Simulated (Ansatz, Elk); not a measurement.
# CuRe: X-ray structure factors from the self-consistent density

Structure refinements treat a crystal as free atoms side by side. For a made-up structure of CuRe (cell and positions from a PBE relaxation) the runs below show what the calculated density changes in F(hkl).

Method: DFT, PBE, all-electron APW+lo, Dirac cores, scalar-relativistic bands, static density, no spin, in Elk 11.2.3 (patched build).

The structure was built from a prototype and need not be the compound's stable phase.

### 1. Set-up

Symmetry: P-6m2, No. 187, hexagonal system. The conventional cell has a = 2.672 Å, b = 2.672 Å, c = 4.444 Å, α = 90.00°, β = 90.00°, γ = 120.00°. Re has 6 Re at 2.67 Å and 6 Cu at 2.70 Å nearest. Nearest to Cu lie 6 Cu at 2.67 Å and 6 Re at 2.70 Å. Farther neighbours are not listed.

### 2. Ground state and structure factors

An all-electron density is needed, since X-rays see the cores too. Task 0 finds the density and task 195 Fourier-transforms it; tshift is off so that phases refer to the origin typed.

elk.in reads:

```
tasks
  0
  195

xctype
  20

spinpol
  .false.

rgkmax
  7.0

gmaxvr
  14.0

lmaxo
  7

lmaxapw
  8

swidth
  0.002

tshift
  .false.

ramdisk
  .false.

hmaxvr
  5.5

maxscl
  120

epspot
  1e-06

sppath
  './'

avec
  5.04959245458 0.00000000000 0.00000000000
  -2.52479622729 4.37307534442 0.00000000000
  0.00000000000 0.00000000000 8.39720868826

atoms
  2
  'Re.in'
  1
  -0.0000000000 -0.0000000000 0.5000000000   0.000000 0.000000 0.000000
  'Cu.in'
  1
  0.6666666667 0.3333333333 0.0000000000   0.000000 0.000000 0.000000

ngridk
  10 10 5
```

Launch:

```console
$ OMP_NUM_THREADS=4 elk
```

Numbers of over 12 decimals in the logs are rounded to 6 here.

The program printed:

```text
┌─────────────────────────┐
│ Elk code version 11.2.3 │
└─────────────────────────┘

All units are atomic (Hartree, Bohr, etc.)

┌─────────────────────────────────────────────────┐
│ Ground-state run starting from atomic densities │
└─────────────────────────────────────────────────┘

Lattice vectors :
   5.049592455       0.000000000       0.000000000
  -2.524796227       4.373075344       0.000000000
   0.000000000       0.000000000       8.397208688

Reciprocal lattice vectors :
   1.244295528      0.7183943578      -0.000000000
   0.000000000       1.436788716       0.000000000
   0.000000000      -0.000000000      0.7482468926

Unit cell volume      :    185.4292470
Brillouin zone volume :    1.337708142

Muffin-tin inner radius fraction :   0.1000000000E-01

Nuclei treated as point charges

Species : 1 (Re)
 parameters loaded from : Re.in
 name : rhenium
 nuclear charge    :   -75.00000000
 electronic charge :    75.00000000
 atomic mass :    339434.5964
 muffin-tin radius :    2.499796227
 number of radial points in muffin-tin :   1393
 inner part over the whole radius :   0.9973163369E-02
 number on inner part of muffin-tin    :    997
 approximate nuclear radius :   0.1014829593E-03
 number of mesh points to nuclear radius :    524
 atomic positions (lattice), magnetic fields (Cartesian) :
  1 :   0.00000000  0.00000000  0.50000000    0.00000000  0.00000000  0.00000000

Species : 2 (Cu)
 parameters loaded from : Cu.in
 name : copper
 nuclear charge    :   -29.00000000
 electronic charge :    29.00000000
 atomic mass :    115837.2717
 muffin-tin radius :    2.400000000
 number of radial points in muffin-tin :    993
 inner part over the whole radius :   0.9893084826E-02
 number on inner part of muffin-tin    :    701
 approximate nuclear radius :   0.7406004541E-04
 number of mesh points to nuclear radius :    336
 atomic positions (lattice), magnetic fields (Cartesian) :
  1 :   0.66666667  0.33333333  0.00000000    0.00000000  0.00000000  0.00000000

Total number of atoms per unit cell :    2
Total muffin-tin volume :    123.3396798
 ratio of muffin-tin to unit cell volume :   0.6651576372

Spin treatment :
 spin-unpolarised

Number of Bravais lattice symmetries :   24
Number of crystal symmetries         :   12
Crystal has no inversion symmetry
Complex Hermitian eigensolver will be used

k-point grid :     10    10     5
k-point offset :    0.000000000       0.000000000       0.000000000
k-point set is reduced with full crystal symmetry group
Total number of k-points :       66

Muffin-tin radius times maximum |G+k| :    7.000000000
 using average radius
Maximum |G+k| for APW functions       :    2.857261680
Maximum (1/2)|G+k|²                   :    4.081972154
Maximum |G| for potential and density :    14.00000000
Constant for pseudocharge density :    9
 order of it for each species :   16  16
 order of it for pair densities of each species (exact exchange by exxq0 0: 17) :   10   9
Radial integration step length :    1

G-vector grid sizes :     24    24    40
Number of G-vectors :     8605

Maximum angular momentum used for
 APW functions            :    8
 outer part of muffin-tin :    7
 inner part of muffin-tin :    2

Total nuclear charge    :   -104.0000000
Total core charge       :    58.00000000
Total valence charge    :    46.00000000
Total excess charge     :    0.000000000
Total electronic charge :    104.0000000

Effective Wigner radius, rₛ :   0.7522325039

Number of empty states         :      8
Total number of valence states :     32
Total number of core states    :     58

Third-order local-orbitals added for an l without core states : T
Total number of local-orbitals :     61

Exchange-correlation functional :     20     0     0
 Perdew-Burke-Ernzerhof, Phys. Rev. Lett. 77, 3865 (1996)
 gradient requirement :    1
 generalised gradient approximation (GGA)

Smearing type :    3
 Fermi-Dirac
Smearing width :   0.2000000000E-02
Effective electronic temperature (K) :    631.5500496

Mixing type :    3
[...]
xc potential                :     -528.52334231414
 exchange                    :     -393.20696124086
 correlation                 :     -5.990981
 electron entropic           :    -0.13251585550695E-02
 total energy                :     -18371.108927952

Density of states at Fermi energy :    104.7779467
 (states/Hartree/unit cell)

Estimated indirect band gap :   0.1566950797E-02
 from k-point 65 to k-point 30
Estimated direct band gap   :   0.8209633884E-02
 at k-point 60

Charges :
 core                        :    58.00000000
 valence                     :    46.00000000
 interstitial                :    2.888175649
 muffin-tins (core leakage)
  species : 1 (Re)
   atom 1                    :    74.38280572     (  0.2353847179E-06)
  species : 2 (Cu)
   atom 1                    :    26.72901863     (  0.1777779590E-03)
 total in muffin-tins        :    101.1118244
 total calculated charge     :    103.9979348
 total charge                :    104.0000000
 error                       :   0.2065221278E-02

RMS change in Kohn-Sham potential (target) :   0.9838102189     (  0.1000000000E-05)
Absolute change in total energy (target)   :   0.1684134164     (  0.1000000000E-03)

[... loops 3 to 17 left out ...]

┌──────────────────┐
│ Loop number : 18 │
└──────────────────┘

Energies :
 Fermi                       :     0.391085
 sum of occupied eigenvalues :     -11188.968569227
 electron kinetic            :      20589.647070257
 core electron kinetic       :      19711.231029357
 Coulomb                     :     -38561.812210614
 Coulomb potential           :     -31254.713570445
 nuclear-nuclear             :     -1849.3450613372
 electron-nuclear            :     -42220.481080815
 Hartree                     :      5508.0139315378
 Madelung                    :     -22934.455425392
 xc potential                :     -523.90206903945
 exchange                    :     -394.86191917464
 correlation                 :     -5.989993
 electron entropic           :    -0.55758863496641E-03
 total energy                :     -18373.017609631

Density of states at Fermi energy :    43.03867336
 (states/Hartree/unit cell)

Estimated indirect band gap :   0.4009742665E-02
 from k-point 20 to k-point 59
Estimated direct band gap   :   0.1698671643E-01
 at k-point 59

Charges :
 core                        :    58.00000000
 valence                     :    46.00000000
 interstitial                :    2.449706934
 muffin-tins (core leakage)
  species : 1 (Re)
   atom 1                    :    73.22214806     (  0.2068329223E-06)
  species : 2 (Cu)
   atom 1                    :    28.32814500     (  0.1578847846E-03)
 total in muffin-tins        :    101.5502931
 total calculated charge     :    103.9979026
 total charge                :    104.0000000
 error                       :   0.2097426319E-02

RMS change in Kohn-Sham potential (target) :   0.2419760295E-06 (  0.1000000000E-05)
Absolute change in total energy (target)   :   0.3235051554E-04 (  0.1000000000E-03)

Convergence targets achieved

┌──────────────────┐
│ Loop number : 19 │
└──────────────────┘

Energies :
 Fermi                       :     0.391084
 sum of occupied eigenvalues :     -11188.968587427
 electron kinetic            :      20589.647056800
 core electron kinetic       :      19711.231023014
 Coulomb                     :     -38561.812209324
 Coulomb potential           :     -31254.713568704
 nuclear-nuclear             :     -1849.3450613372
 electron-nuclear            :     -42220.481080503
 Hartree                     :      5508.0139325169
 Madelung                    :     -22934.455424972
 xc potential                :     -523.90207552325
 exchange                    :     -394.86191900440
 correlation                 :     -5.989993
 electron entropic           :    -0.55758864447882E-03
 total energy                :     -18373.017621623

Density of states at Fermi energy :    43.03866071
 (states/Hartree/unit cell)

Estimated indirect band gap :   0.4009765393E-02
 from k-point 20 to k-point 59
Estimated direct band gap   :   0.1698671739E-01
 at k-point 59

Charges :
 core                        :    58.00000000
 valence                     :    46.00000000
 interstitial                :    2.449706910
 muffin-tins (core leakage)
  species : 1 (Re)
   atom 1                    :    73.22214838     (  0.2068349119E-06)
  species : 2 (Cu)
   atom 1                    :    28.32814471     (  0.1578847843E-03)
 total in muffin-tins        :    101.5502931
 total calculated charge     :    103.9979026
 total charge                :    104.0000000
 error                       :   0.2097426143E-02

┌──────────────────────────────┐
│ Self-consistent loop stopped │
└──────────────────────────────┘

Warning : core states of species 2 leak from the muffin-tin :   0.1578847843E-03

Wrote STATE.OUT
```

The job ended after 19 s (4 threads of Arm Neoverse V2, shared host; peak memory 0.2 GiB).

SFACRHO.OUT:

```text

h k l indices transformed by vhmat matrix:
   1.000000000       0.000000000       0.000000000    
   0.000000000       1.000000000       0.000000000    
   0.000000000       0.000000000       1.000000000    

      h      k      l  multipl.   |H|            Re(F)            Im(F)           |F|

      0      0      0      1   0.0000000       104.00000      0.10147038E-17   104.00000    
      0      0      1      2  0.74824689      -43.461199      0.82842599E-14   43.461199    
     -1      0      0      3   1.4367887       50.635311       19.579158       54.288840    
      1      0      0      3   1.4367887       50.635311      -19.579158       54.288840    
      0      0     -2      2   1.4964938       83.688003      0.15107207E-13   83.688003    
      1     -1     -1      6   1.6199491      -70.717231       18.677434       73.142144    
      0     -1     -1      6   1.6199491      -70.717231      -18.677434       73.142144    
     -1      1      2      6   2.0745736       45.749709      -16.624879       48.676714    
      1     -1     -2      6   2.0745736       45.749709       16.624879       48.676714    
      0      0     -3      2   2.2447407      -35.522372     -0.19902343E-13   35.522372    
     -2      1      0      6   2.4885911       68.711454     -0.10831507E-07   68.711454    
      2     -1     -1     12   2.5986456      -33.761290      0.10512305E-07   33.761290    
     -1      0      3      6   2.6651871      -58.080176       14.244123       59.801353    
      1      0      3      6   2.6651871      -58.080176      -14.244123       59.801353    
     -2      0      0      3   2.8735774       40.334187      -13.415054       42.506591    
      2      0      0      3   2.8735774       40.334187       13.415054       42.506591    
      2     -1      2     12   2.9038903       63.143196      0.96685544E-08   63.143196    
     -2      0      1      6   2.9693974      -54.814135      -13.087467       56.354868
```

Elk indexes on the primitive cell of elk.in and gives |H| = 4π sin θ/λ in inverse bohr. Below, one row stands for each form hkl of the conventional cell (m members, Friedel mates merged), F is for one primitive cell and the density is static (no thermal factor). Free-atom factors are Waasmaier and Kirfel's, and R is Σm||F|−|F'||/Σm|F|.

```
hkl   m  sin θ/λ (Å⁻¹)  abs F, DFT  neutral atoms   diff.  abs of complex diff.
001   2          0.113      43.461         43.259  +0.203                 0.203
100   6          0.216      54.289         54.453  -0.164                 0.301
002   2          0.225      83.688         84.140  -0.452                 0.452
101  12          0.244      73.142         73.660  -0.517                 0.551
102  12          0.312      48.677         48.783  -0.106                 0.220
003   2          0.338      35.522         35.266  +0.256                 0.256
110   6          0.374      68.712         68.804  -0.093                 0.093
111  12          0.391      33.761         33.666  +0.095                 0.095
103  12          0.401      59.801         59.823  -0.022                 0.033
200   6          0.432      42.507         42.440  +0.066                 0.095
112  12          0.437      63.143         63.169  -0.026                 0.026
201  12          0.447      56.355         56.316  +0.038                 0.045
004   2          0.450      62.232         62.039  +0.193                 0.193
202  12          0.487      39.890         39.897  -0.007                 0.025
```

### 3. The highest occupied states alone

An energy window below the Fermi level keeps the highest occupied states, to see at which angles they scatter; shallow core shells can lie inside it and anion s states outside. No new self-consistency is needed.

elk.in: that of step 2 with these lines changed.

```diff
@@ -1,3 +1,2 @@
 tasks
-  0
   195
@@ -40,2 +39,5 @@
 
+wsfac
+  0.023590 0.691080
+
 sppath
```

Launch:

```console
$ OMP_NUM_THREADS=4 elk
```

The program printed:

```text
┌─────────────────────────────────┐
│ Elk code version 11.2.3 started │
└─────────────────────────────────┘

Info(readinput): the functional depends on the density's gradient
 muffin-tin radial points multiplied by    2.00000
 (not where nrmtscf is given)

┌────────────────────┐
│ Current task : 195 │
└────────────────────┘
Info(checkmt): changed muffin-tin radius of species 1 (Re) from   2.8000 to   2.4998

Info(sfacrho): density structure factors written to SFACRHO.OUT

 Energy window :   0.2359000000E-01  0.6910800000

┌──────────────────┐
│ Elk code stopped │
└──────────────────┘
```

Run time: 2.7 s. Hardware: 4 threads; peak memory 0.16 GiB; 5.4 s of CPU time.

States within 10 eV below the Fermi level hold 18.00 electrons; any levels below the window count with the cores. Their amplitudes can exceed the total, where window and core parts have opposite phase:

```
hkl  sin θ/λ (Å⁻¹)  abs F, window  abs F, all
001          0.113          4.904      43.461
100          0.216          5.894      54.289
002          0.225          7.132      83.688
101          0.244          6.027      73.142
102          0.312          4.377      48.677
003          0.338          3.809      35.522
110          0.374          3.556      68.712
111          0.391          3.292      33.761
103          0.401          3.179      59.801
200          0.432          2.765      42.507
```

### 4. Another try

In this try the input is made faulty on purpose, to show what that does.

The input is changed as shown.

elk.in: that of step 3 with these lines changed.

```diff
@@ -1,2 +1,3 @@
 tasks
+  0
   195
@@ -34,3 +35,3 @@
 maxscl
-  120
+  3
 
@@ -38,5 +39,2 @@
   1e-06
-
-wsfac
-  0.023590 0.691080
```

Launch:

```console
$ OMP_NUM_THREADS=4 elk
```

The program printed:

```text
┌─────────────────────────┐
│ Elk code version 11.2.3 │
└─────────────────────────┘

All units are atomic (Hartree, Bohr, etc.)

┌─────────────────────────────────────────────────┐
│ Ground-state run starting from atomic densities │
└─────────────────────────────────────────────────┘

Lattice vectors :
   5.049592455       0.000000000       0.000000000
  -2.524796227       4.373075344       0.000000000
   0.000000000       0.000000000       8.397208688

Reciprocal lattice vectors :
   1.244295528      0.7183943578      -0.000000000
[...]
interstitial                :    2.675798045
 muffin-tins (core leakage)
  species : 1 (Re)
   atom 1                    :    73.76571013     (  0.2203212688E-06)
  species : 2 (Cu)
   atom 1                    :    27.55849183     (  0.1674679337E-03)
 total in muffin-tins        :    101.3242020
 total calculated charge     :    103.9979289
 total charge                :    104.0000000
 error                       :   0.2071088214E-02

┌──────────────────────────────┐
│ Self-consistent loop stopped │
└──────────────────────────────┘

Warning : core states of species 2 leak from the muffin-tin :   0.1674679337E-03

Wrote STATE.OUT
[key lines of the parts left out:]
total energy                :     -18375.529391503
```

The job ended after 5.5 s (4 threads; peak memory 0.16 GiB).

The run stopped without converging, so none of its numbers is a property of the system.

The fault put into the input: too few SCF loops.

(Continued in part 2 of 2.)

[Logs are printed without paths, hosts, clocks, repeated set-up lines and the standing remarks that a program may print on its own settings, such as how far it seeks lower states.]

[Hosts, paths, dates, database ids (printed as entryN), source tags and the programs' standing remarks are cut or masked in the printed files.]
